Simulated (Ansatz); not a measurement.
# Lattice dynamics of BaPbO3 (Pm-3m)

How does BaPbO3 (Pm-3m) vibrate, and is this structure a minimum?

Method: DFT PBEsol, scalar-relativistic, plane waves, PAW; PAW set soft_1, in Ansatz 0.2.0.

### 1. The structure

It takes space group Pm-3m (No. 221, cubic). Conventional cell: a = 4.362 Å, b = 4.362 Å, c = 4.362 Å, α = 90.00°, β = 90.00°, γ = 90.00°. Ba has 12 O at 3.08 Å nearest. Nearest to Pb lie 6 O at 2.18 Å. Nearest to O lie 2 Pb at 2.18 Å and 4 Ba at 3.08 Å. Farther neighbours and most contacts between anions are not listed.

Structure file:

```cif
data_structure
_symmetry_space_group_name_H-M 'Pm-3m'
_symmetry_Int_Tables_number 221
_cell_length_a 4.3622
_cell_length_b 4.3622
_cell_length_c 4.3622
_cell_angle_alpha 90.000
_cell_angle_beta 90.000
_cell_angle_gamma 90.000
_cell_volume 83.01
loop_
_atom_site_label
_atom_site_type_symbol
_atom_site_symmetry_multiplicity
_atom_site_Wyckoff_symbol
_atom_site_fract_x
_atom_site_fract_y
_atom_site_fract_z
_atom_site_occupancy
Ba1 Ba 1 b 0.50000 0.50000 0.50000 1
Pb1 Pb 1 a 0.00000 0.00000 0.00000 1
O1 O 3 d 0.00000 0.50000 0.00000 1
```

### 2. Relaxation

The cell and atoms are relaxed, since residual forces and stress would shift the frequencies.

File input.yaml:

```yaml
crystal:
  lattice:
    - [4.362221, 0.0, 0.0]
    - [0.0, 4.362221, 0.0]
    - [0.0, 0.0, 4.362221]
  atoms:
    - { symbol: Ba, position: [0.5, 0.5, 0.5] }
    - { symbol: Pb, position: [0.0, 0.0, 0.0] }
    - { symbol: O, position: [0.0, 0.5, 0.0] }
    - { symbol: O, position: [0.0, 0.0, 0.5] }
    - { symbol: O, position: [0.5, 0.0, 0.0] }
kpoints:
  mp_grid: { grid: [8, 8, 8] }
hamiltonian:
  xc: pbesol
  pseudopotentials: { kind: paw, azcp: { folder: soft_1 }, xc_functional: pbe }
scf:
  occupations: { method: gaussian, width: 0.1 }
output:
  forces: true
  stress: true
  eigenvalues: true
  write_density: true
  write_potential: true
  elf: true
  volumetric_format: npy
relax:
  adjacent_minimum: "off"
  f_tol: 0.005
  max_steps: 80
  cell: { stress_tol: 0.05 }
```

Launch:

```
ansatz run input.yaml --threads 4 --pin off --max-ram 10240MiB --backend cpu --events-out ev --progress --plain --runs-dir out
```

Numbers of over 12 decimals in the logs are rounded to 6 here.

Log:

```text
Engine: ansatz 0.2.0, aarch64-unknown-linux-gnu
Pseudopotentials: kind: paw
Pseudopotential: Ba, paw, valence charge 10, recommended cutoff 420 eV (normal), soft_1/Ba.paw.azcp
Pseudopotential: Pb, paw, valence charge 14, recommended cutoff 420 eV (normal), soft_1/Pb.paw.azcp
Pseudopotential: O, paw, valence charge 6, recommended cutoff 420 eV (normal), soft_1/O.paw.azcp
Functional definition: PBEsol
  exchange = pbesol_x
  correlation = pbesol_c
Crystal: 5 atoms, lattice volume = 83.009 Å³
Basis set: ecut = 420 eV, 1647 PW (Γ), exchange–correlation on 60×60×60 points (8 copies of the dense FFT grid, shifted against one another)
Bands: 26, of which v1, the nominal top of the filled ones, is band 21 counted from 1 (20 counted from 0)
Symmetry: 48 space group operations
Space group: Pm-3m (ITA 221), of the structure as read, at distance tolerance 4.4e-5 Å
k-points: 35 of 512
Non-local potential: Ba, projectors of the file, l = 0: 3, l = 1: 2, l = 2: 2, l = 3: 2
Non-local potential: Pb, projectors of the file, l = 0: 2, l = 1: 2, l = 2: 2, l = 3: 1
Non-local potential: O, projectors of the file, l = 0: 2, l = 1: 2, l = 2: 1
PAW form: soft (Blöchl's): semilocal exchange-correlation on the pseudo side does not see the compensation charge
PAW frozen core: Ba, regenerated for the run's functional, and the local potential with it (the file was generated under x = pbe(κ = 0.804, μ = 0.219515), c = pbe(β = 0.066725))
PAW frozen core: Pb, regenerated for the run's functional, and the local potential with it (the file was generated under x = pbe(κ = 0.804, μ = 0.219515), c = pbe(β = 0.066725))
PAW frozen core: O, regenerated for the run's functional, and the local potential with it (the file was generated under x = pbe(κ = 0.804, μ = 0.219515), c = pbe(β = 0.066725))
PAW one-centre angular grid: Ba, 194 points (default); XC on 64 Gauss nodes
PAW one-centre angular grid: Pb, 590 points (default); XC on 64 Gauss nodes
PAW one-centre angular grid: O, 110 points (default); XC on 64 Gauss nodes
Initial density: superposition of atomic densities (chi_scale 0.1, normalization cell, long waves kept (reshape's long-wave potential 0.00 eV rms))
Initial wavefunctions: pseudopotential atomic-orbital guess
Functional: x = pbesol(κ = 0.804, μ = 0.123457), c = pbesol(β = 0.046)
SCF iter   1: F=—  HF=-19304.930044 eV  |F-HF|=—  |Δ(HF+E_count)|=         —  Δρ=5.78e-2  dr2=3.83e0  ethr=3.10e-3  ⟨swp⟩=11.4  Hψ=6253  notcnv=0
preconditioner: auto → Resta (q_TF=auto, 2.435 Å⁻¹)  ε∞=4.7  [insulator: Δε(μ)=0.116 eV  Ē_g=13.322 eV  σ=0.100 eV  W_gap=0.53  n_scr=18 (ndim 8)  ℏωp=25.8 eV  f_vac=0.000  D(μ)=0.58/eV (n_scr^D=0)  ε∞_Penn≈4.7]
SCF iter   2: F=—  HF=-19303.969582 eV  |F-HF|=—  |Δ(HF+E_count)|=   9.60e-1  Δρ=3.10e-2  dr2=1.32e0  ethr=3.10e-3  ⟨swp⟩=4.0  Hψ=1943  notcnv=0  defer=31
SCF iter   3: F=—  HF=-19303.456796 eV  |F-HF|=—  |Δ(HF+E_count)|=   5.13e-1  Δρ=8.36e-3  dr2=9.62e-2  ethr=3.10e-3  ⟨swp⟩=4.2  Hψ=1673  notcnv=0  defer=32
SCF iter   4: F=—  HF=-19303.423649 eV  |F-HF|=—  |Δ(HF+E_count)|=   3.31e-2  Δρ=2.12e-3  dr2=3.09e-3  ethr=2.29e-4  ⟨swp⟩=4.1  Hψ=2045  notcnv=0  defer=31
SCF iter   5: F=—  HF=-19303.423776 eV  |F-HF|=—  |Δ(HF+E_count)|=   1.27e-4  Δρ=4.53e-4  dr2=1.47e-4  ethr=7.35e-6  ⟨swp⟩=2.4  Hψ=1532  notcnv=0  defer=31
SCF iter   6: F=—  HF=-19303.423765 eV  |F-HF|=—  |Δ(HF+E_count)|=   1.12e-5  Δρ=7.78e-5  dr2=5.19e-6  ethr=3.50e-7  ⟨swp⟩=2.3  Hψ=1612  notcnv=0  defer=31
SCF iter   7: F=—  HF=-19303.423548 eV  |F-HF|=—  |Δ(HF+E_count)|=   2.16e-4  Δρ=2.06e-5  dr2=2.94e-7  ethr=1.23e-8  ⟨swp⟩=2.0  Hψ=1535  notcnv=0  defer=31
SCF iter   8: F=-19303.423549 eV  HF=-19303.423549 eV  |F-HF|=2.41e-8  |Δ(HF+E_count)|=   2.11e-7  Δρ=5.76e-6  dr2=3.00e-8  ethr=2.38e-10  ⟨swp⟩=20.9  Hψ=9147  notcnv=0
SCF 1 converged in 8 iterations: F = -19303.423549 eV  dr2 = 3.00e-8
  greatest PAW one-centre occupation: 0.986 electrons in one spin orbital (limit 2), on the Pb atom at site 1 (counted from 0), in its partial waves of l = 2
relax step   1: F+E_penalty+E_count = -19303.42354873 eV  Δ(F+E_penalty+E_count) = +0.000e0 eV  max|allowed force component| = 1.657e-29 eV/Å  Δτ_max = 0.0000 Å  P = -5.373 GPa  Ω = 83.009 Å³  (8 SCF iters, dr2 threshold 1.00e-7 eV, accepted)
Crystal: 5 atoms, lattice volume = 77.426 Å³
Basis set: ecut = 420 eV, 1503 PW (Γ), exchange–correlation on 60×60×60 points (8 copies of the dense FFT grid, shifted against one another)
Initial density: handed on by an earlier stage of this run
Initial wavefunctions: those handed on with the density
iter 1 solved again at ethr=8.71e-5 eV; its pass at ethr=3.10e-3 eV (dr2=3.66e-2 eV) is discarded
SCF iter   1: F=—  HF=-19303.515873 eV  |F-HF|=—  |Δ(HF+E_count)|=         —  Δρ=7.51e-3  dr2=3.65e-2  ethr=8.71e-5  ⟨swp⟩=1.7  Hψ=6316  notcnv=0
preconditioner: auto → Resta (q_TF=auto, 2.464 Å⁻¹)  ε∞=4.0  [insulator: Δε(μ)=0.286 eV  Ē_g=15.672 eV  σ=0.100 eV  W_gap=0.67  n_scr=18 (ndim 8)  ℏωp=27.3 eV  f_vac=0.000  D(μ)=0.46/eV (n_scr^D=0)  ε∞_Penn≈4.0]
SCF iter   2: F=—  HF=-19303.508289 eV  |F-HF|=—  |Δ(HF+E_count)|=   7.58e-3  Δρ=3.21e-3  dr2=8.68e-3  ethr=8.69e-5  ⟨swp⟩=2.4  Hψ=1405  notcnv=0
SCF iter   3: F=—  HF=-19303.505693 eV  |F-HF|=—  |Δ(HF+E_count)|=   2.60e-3  Δρ=8.18e-4  dr2=7.69e-4  ethr=2.07e-5  ⟨swp⟩=2.7  Hψ=1520  notcnv=0
SCF iter   4: F=—  HF=-19303.505430 eV  |F-HF|=—  |Δ(HF+E_count)|=   2.63e-4  Δρ=1.36e-4  dr2=1.72e-5  ethr=1.83e-6  ⟨swp⟩=2.5  Hψ=1655  notcnv=0
SCF iter   5: F=—  HF=-19303.505246 eV  |F-HF|=—  |Δ(HF+E_count)|=   1.84e-4  Δρ=1.62e-5  dr2=2.13e-7  ethr=1.19e-9  ⟨swp⟩=14.4  Hψ=9128  notcnv=0
SCF iter   6: F=-19303.505246 eV  HF=-19303.505246 eV  |F-HF|=4.78e-9  |Δ(HF+E_count)|=   7.91e-8  Δρ=4.93e-6  dr2=2.09e-8  ethr=5.07e-10  ⟨swp⟩=8.1  Hψ=6561  notcnv=0
SCF 2 converged in 6 iterations: F = -19303.505246 eV  dr2 = 2.09e-8
  greatest PAW one-centre occupation: 0.987 electrons in one spin orbital (limit 2), on the Pb atom at site 1 (counted from 0), in its partial waves of l = 2
relax step   2: F+E_penalty+E_count = -19303.50524573 eV  Δ(F+E_penalty+E_count) = -8.170e-2 eV  max|allowed force component| = 5.857e-30 eV/Å  Δτ_max = 0.0000 Å  P = +1.868 GPa  Ω = 77.426 Å³  energy of the carried Pulay correction = +1.049e-2 eV  (6 SCF iters, dr2 threshold 5.00e-7 eV, accepted)
Crystal: 5 atoms, lattice volume = 78.793 Å³
Basis set: ecut = 420 eV, 1551 PW (Γ), exchange–correlation on 60×60×60 points (8 copies of the dense FFT grid, shifted against one another)
iter 1 solved again at ethr=5.78e-6 eV; its pass at ethr=3.10e-3 eV (dr2=2.43e-3 eV) is discarded
[...]
SCF iter   3: F=—  HF=-19303.509540 eV  |F-HF|=—  |Δ(HF+E_count)|=   1.42e-4  Δρ=2.00e-4  dr2=4.71e-5  ethr=1.25e-6  ⟨swp⟩=2.5  Hψ=1451  notcnv=0
SCF iter   4: F=—  HF=-19303.509339 eV  |F-HF|=—  |Δ(HF+E_count)|=   2.01e-4  Δρ=3.22e-5  dr2=9.49e-7  ethr=1.12e-7  ⟨swp⟩=2.9  Hψ=1778  notcnv=0
iter 5 did not close the SCF: its close was put off for the readings that it lacked (scf_convergence_deferred on its scf_iter line)
SCF iter   5: F=-19303.509339 eV  HF=-19303.509339 eV  |F-HF|=2.87e-9  |Δ(HF+E_count)|=   2.32e-7  Δρ=3.96e-6  dr2=1.47e-8  ethr=2.26e-9  ⟨swp⟩=2.5  Hψ=1666  notcnv=0
SCF iter   6: F=-19303.509339 eV  HF=-19303.509339 eV  |F-HF|=6.55e-11  |Δ(HF+E_count)|=   3.63e-9  Δρ=1.10e-6  dr2=1.05e-9  ethr=3.50e-11  ⟨swp⟩=10.1  Hψ=7119  notcnv=0
SCF 3 converged in 6 iterations: F = -19303.509339 eV  dr2 = 1.05e-9
relax step   3: F+E_penalty+E_count = -19303.50933894 eV  Δ(F+E_penalty+E_count) = -4.093e-3 eV  max|allowed force component| = 2.649e-30 eV/Å  Δτ_max = 0.0000 Å  P = -0.247 GPa  Ω = 78.793 Å³  energy of the carried Pulay correction = +7.857e-3 eV  (6 SCF iters, dr2 threshold 5.00e-7 eV, accepted)
[...]
relax step   4: F+E_penalty+E_count = -19303.50978839 eV  Δ(F+E_penalty+E_count) = -4.495e-4 eV  max|allowed force component| = 2.044e-30 eV/Å  Δτ_max = 0.0000 Å  P = -0.003 GPa  Ω = 78.626 Å³  energy of the carried Pulay correction = +8.176e-3 eV  (6 SCF iters, dr2 threshold 1.53e-7 eV, accepted)
[...]
relax step   5: F+E_penalty+E_count = -19303.50358898 eV  Δ(F+E_penalty+E_count) = +6.199e-3 eV  max|allowed force component| = 3.050e-30 eV/Å  Δτ_max = 0.0000 Å  P = -0.145 GPa  Ω = 78.626 Å³  stress off target by 1.45e-1 GPa  SCF on the basis re-selected at this cell (its energy is not comparable with the rows above)  (6 SCF iters)
[...]
relax step   6: F+E_penalty+E_count = -19303.50382707 eV  Δ(F+E_penalty+E_count) = -2.381e-4 eV  max|allowed force component| = 2.761e-30 eV/Å  Δτ_max = 0.0000 Å  P = +0.001 GPa  Ω = 78.527 Å³  energy of the carried Pulay correction = +1.935e-4 eV  (6 SCF iters, accepted)
iter 1 solved again at ethr=6.00e-7 eV; its pass at ethr=3.10e-3 eV (dr2=2.52e-4 eV) is discarded
SCF iter   1: F=—  HF=-19303.503934 eV  |F-HF|=—  |Δ(HF+E_count)|=         —  Δρ=4.97e-6  dr2=5.32e-9  ethr=6.00e-7  ⟨swp⟩=3.4  Hψ=8061  notcnv=0
eigensolver tolerance schedule: the retry pair's looser diagonalisation over-reported the residual by 47435.58 of it (diagonalisation noise at an unbounded share of the residual, at the tolerance the schedule requests for it); recorded, not acted on — ethr = c·dr2/N_el stays at c = 1.0e-1
preconditioner: auto → Resta (q_TF=auto, 2.458 Å⁻¹)  ε∞=4.0  [insulator: Δε(μ)=0.205 eV  Ē_g=15.626 eV  σ=0.100 eV  W_gap=0.70  n_scr=18 (ndim 8)  ℏωp=27.2 eV  f_vac=0.000  D(μ)=0.56/eV (n_scr^D=0)  ε∞_Penn≈4.0]
SCF iter   2: F=—  HF=-19303.503751 eV  |F-HF|=—  |Δ(HF+E_count)|=   1.82e-4  Δρ=2.86e-6  dr2=2.24e-9  ethr=1.27e-11  ⟨swp⟩=4.9  Hψ=2871  notcnv=0
SCF iter   3: F=—  HF=-19303.503751 eV  |F-HF|=—  |Δ(HF+E_count)|=  1.46e-11  Δρ=1.68e-6  dr2=6.23e-10  ethr=5.34e-12  ⟨swp⟩=2.3  Hψ=1299  notcnv=0
iter 4 did not close the SCF: its close was put off for the readings that it lacked (scf_convergence_deferred on its scf_iter line)
SCF iter   4: F=-19303.503751 eV  HF=-19303.503751 eV  |F-HF|=7.28e-12  |Δ(HF+E_count)|=  2.55e-10  Δρ=2.72e-7  dr2=1.90e-11  ethr=1.48e-12  ⟨swp⟩=2.2  Hψ=1514  notcnv=0
iter 5 did not close the SCF: its close was put off for the readings that it lacked (scf_convergence_deferred on its scf_iter line)
SCF iter   5: F=-19303.503751 eV  HF=-19303.503751 eV  |F-HF|=7.28e-12  |Δ(HF+E_count)|=  2.55e-11  Δρ=6.15e-8  dr2=2.05e-12  ethr=1.00e-12  ⟨swp⟩=1.1  Hψ=917  notcnv=0
iter 6 did not close the SCF: its close was put off for the readings that it lacked (scf_convergence_deferred on its scf_iter line)
SCF iter   6: F=-19303.503751 eV  HF=-19303.503751 eV  |F-HF|=0.00e0  |Δ(HF+E_count)|=    0.00e0  Δρ=3.63e-8  dr2=5.16e-13  ethr=1.00e-12  ⟨swp⟩=1.1  Hψ=915  notcnv=0
iter 7 did not close the SCF: its close was put off for the readings that it lacked (scf_convergence_deferred on its scf_iter line)
SCF iter   7: F=-19303.503751 eV  HF=-19303.503751 eV  |F-HF|=0.00e0  |Δ(HF+E_count)|=  7.28e-12  Δρ=1.74e-8  dr2=7.66e-14  ethr=1.00e-12  ⟨swp⟩=1.2  Hψ=919  notcnv=0
SCF iter   8: F=-19303.503751 eV  HF=-19303.503751 eV  |F-HF|=7.28e-12  |Δ(HF+E_count)|=  7.28e-12  Δρ=1.12e-8  dr2=3.68e-14  ethr=1.00e-12  ⟨swp⟩=6.1  Hψ=4290  notcnv=0
SCF 7 converged in 8 iterations: F = -19303.503751 eV  dr2 = 3.68e-14
relax step   7: F+E_penalty+E_count = -19303.50375135 eV  Δ(F+E_penalty+E_count) = +7.572e-5 eV  max|allowed force component| = 4.260e-30 eV/Å  Δτ_max = 0.0000 Å  P = -0.001 GPa  Ω = 78.527 Å³  stress off target by 9.66e-4 GPa  SCF on the basis re-selected at this cell (its energy is not comparable with the rows above)  (8 SCF iters)
basis re-selected at this cell: Δ(F+E_penalty+E_count) = +7.572e-5 eV, ΔP = -0.002 GPa vs the last step (what re-selecting the basis moved, of the pressure what is left beyond the Pulay correction that the steps carried, after the strain that the cell walked since its last selection, with what the two solves' SCF thresholds leave and, on support functions, any second-order correction that the steps lacked; it is no m [...]
SCF converged after 8 iterations
Free energy (F): -19303.503751 eV
Harris-Foulkes:  -19303.503751 eV  (|F-HF|=7.28e-12)
Internal energy: -19303.500960 eV  (E = F + TS)
E sigma→0 (E₀):  -19303.502356 eV
Entropy (-TS):   -0.002792 eV (-0.558 meV/atom)
Fermi energy:    9.163778 eV
--- Per-component energies (eV) ---
  E_band       = -15.691351
  E_kinetic    = 958.932658
  E_local      = -2324.216193  (includes V_loc(G=0)·N_el)
  E_nonlocal   = 567.519214
  E_hartree    = 889.262084
  E_xc         = -608.525363
  E_vxc        = -533.883561  (∫ρ·V_xc dr)
  E_paw        = -15836.609333  (= ΣΔE_a)
  E_vpaw       = -462.569877  (= ΣTr[D̂ρ^β])
  E_aug_tail   = 0.002235  (compensation charges beyond the density's cutoff)
  E_ewald      = -2950.185733
  E_core_change = 0.319471  (= ΣΔE_core)
  E_smearing   = -0.002792  (= −TS)
  E_closure    = 0.000000  (closes the sum)
  Σ components = -19303.503751   (vs F -19303.503751, Δ=0.00e0)
--- Forces (eV/Å), atoms counted from 1 ---
  atom   1  Ba    -0.00000000     0.00000000     0.00000000
  atom   2  Pb     0.00000000     0.00000000    -0.00000000
  atom   3  O     -0.00000000    -0.00000000    -0.00000000
  atom   4  O     -0.00000000    -0.00000000    -0.00000000
  atom   5  O      0.00000000     0.00000000     0.00000000
  max |Σ_I F_I| component: 3.42e-30 eV/Å
--- Stress (GPa, compression-positive) ---
       -0.000966      -0.000000       0.000000
       -0.000000      -0.000966       0.000000
        0.000000       0.000000      -0.000966
  P = ⅓ Tr σ = -0.0010 GPa (-0.010 kbar)
--- Band table (eV; the first three rows and the last of 35) ---
  k-point 0: bands = [... 17 lower, 8.1386, 8.1386, 8.5060, 8.5060, 8.5060, 13.7893, 13.7893, 15.4820, ... 1 higher]
  k-point 1: bands = [... 17 lower, 8.1098, 8.1098, 8.4740, 8.4740, 8.9752, 14.0098, 14.0182, 15.7706, ... 1 higher]
  k-point 2: bands = [... 17 lower, 8.0523, 8.0523, 8.3986, 8.3986, 10.2880, 14.5521, 14.6015, 16.2207, ... 1 higher]
  k-point 34: bands = [... 17 lower, 9.0534, 9.0534, 9.1254, 9.1254, 13.8993, 13.8993, 13.8993, 15.8826, ... 1 higher]
--- Relaxed structure (5 steps of the walk, 5 accepted, 2 SCFs on fresh bases) ---
  F+E_penalty+E_count = -19303.50375135 eV   max|allowed force component| = 4.260e-30 eV/Å   (the final SCF, on the basis selected at the relaxed cell)
  cell:  # Å, volume = 78.5273 Å³
    - [4.282264, 0, 0]
    - [0, 4.282264, 0.0]
    - [0, 0.0, 4.282264]
  atoms:
    - { symbol: Ba, position: [0.5, 0.5, 0.5] }
    - { symbol: Pb, position: [0, 0, 0] }
    - { symbol: O, position: [0, 0.5, 0] }
    - { symbol: O, position: [0, 0, 0.5] }
    - { symbol: O, position: [0.5, 0, 0] }
```

Elapsed: 11 s, on 4 threads of Arm Neoverse V2, shared host; peak memory 0.42 GiB; 40 s of CPU time.

Step by step:

| step | energy less that of the first step (eV) | largest force component (eV/Å) | pressure (GPa) | volume (Å³) |
| --- | --- | --- | --- | --- |
| 1 | 0.0000 | 0.0000 | -5.37 | 83.01 |
| 2 | -0.0817 | 0.0000 | 1.87 | 77.43 |
| 3 | -0.0858 | 0.0000 | -0.25 | 78.79 |
| 4 | -0.0862 | 0.0000 | 0.00 | 78.63 |
| 5* | -0.0800 | 0.0000 | -0.15 | 78.63 |
| 6 | -0.0803 | 0.0000 | 0.00 | 78.53 |
| 7* | -0.0802 | 0.0000 | 0.00 | 78.53 |

Relaxation steps marked * repeat the geometry before them on a plane-wave basis chosen anew for their cell, so energy and pressure can jump there.

Forces are held to the 48 operations that the run works with; a distortion that breaks them can't arise in this run.

| conventional cell, symmetrised | before | after | change |
| --- | --- | --- | --- |
| a (Å) | 4.362 | 4.282 | -1.8 % |
| b (Å) | 4.362 | 4.282 | -1.8 % |
| c (Å) | 4.362 | 4.282 | -1.8 % |
| volume (Å³/atom) | 16.60 | 15.71 | -5.4 % |

The relaxed structure:

```xyz
5
Lattice="4.2823 0.0000 0.0000 0.0000 4.2823 0.0000 0.0000 0.0000 4.2823" Properties=species:S:1:pos:R:3 pbc="T T T"
Ba    2.1411    2.1411    2.1411
Pb    0.0000    0.0000    0.0000
O     0.0000    2.1411    0.0000
O     0.0000    0.0000    2.1411
O     2.1411    0.0000    0.0000
```

Numbers from this step:

```
pressure          : -9.66e-4 GPa
volume per atom   : 15.71 Å³
gap on the k-mesh : 0 eV
```

Electrostatic potential energy in the ac plane at fractional y = 1.000, with atoms of Pb and O within 0.2 Å of it. With pseudopotentials it is smooth inside the atoms' cores, unlike the true potential.

Ten even steps from '0' (-32 eV) to '9' (15 eV), each cell a mean:
```
10058410167301
00268743588510
24689999999853
77899999999987
57999999999986
02799999999951
01699999999930
01799999999941
35999999999974
78999999999988
45789999999865
01479976798620
10158511277400
21047300057201
```
Columns run along a (4.3 Å; values clipped at the 3rd and 97th percentile), rows up along c (4.3 Å). Atoms in or near the plane, at fractional coordinates: Pb at (0.00, 0.00), O at (0.00, 0.50), O at (0.50, 0.00).

Valence density in the ac plane at fractional y = 1.000, with atoms of Pb and O within 0.2 Å of it. It is the smooth field of the valence electrons, not physical close to the nuclei.

Ten even steps from '0' (0.0 e/Å³) to '9' (8.1 e/Å³), each cell a mean:
```
86200257410147
43100123100024
11000000000001
00000000000000
11000000000001
53100000000014
95100000000037
74100000000025
21000000000012
00000000000000
10000000000000
32100011100012
75200145310136
97310279510148
```
Columns run along a (4.3 Å), rows up along c (4.3 Å). Atoms in or near the plane, at fractional coordinates: Pb at (0.00, 0.00), O at (0.00, 0.50), O at (0.50, 0.00).

ELF in the ac plane at fractional y = 1.000, with atoms of Pb and O within 0.2 Å of it. It is the smooth field of the valence electrons, not physical close to the nuclei.

Ten even steps from '0' (0.00) to '9' (0.83), each cell a mean:
```
01334887873320
12324899962332
33212589741233
33210245311123
87630011001467
79962000003798
48983000015997
68972000014898
88741000002588
54310123200244
33211478631123
33323799962233
01334888973321
00335864783310
```
Columns run along a (4.3 Å), rows up along c (4.3 Å). Atoms in or near the plane, at fractional coordinates: Pb at (0.00, 0.00), O at (0.00, 0.50), O at (0.50, 0.00).

In this step the volume went from 16.60 to 15.71 Å³/atom.

(Continued in part 2 of 3.)

[Logs are printed without paths, hosts, clocks, repeated set-up lines and the standing remarks that a program may print on its own settings, such as how far it seeks lower states.]

[Hosts, paths, dates, database ids (printed as entryN), source tags and the programs' standing remarks are cut or masked in the printed files.]
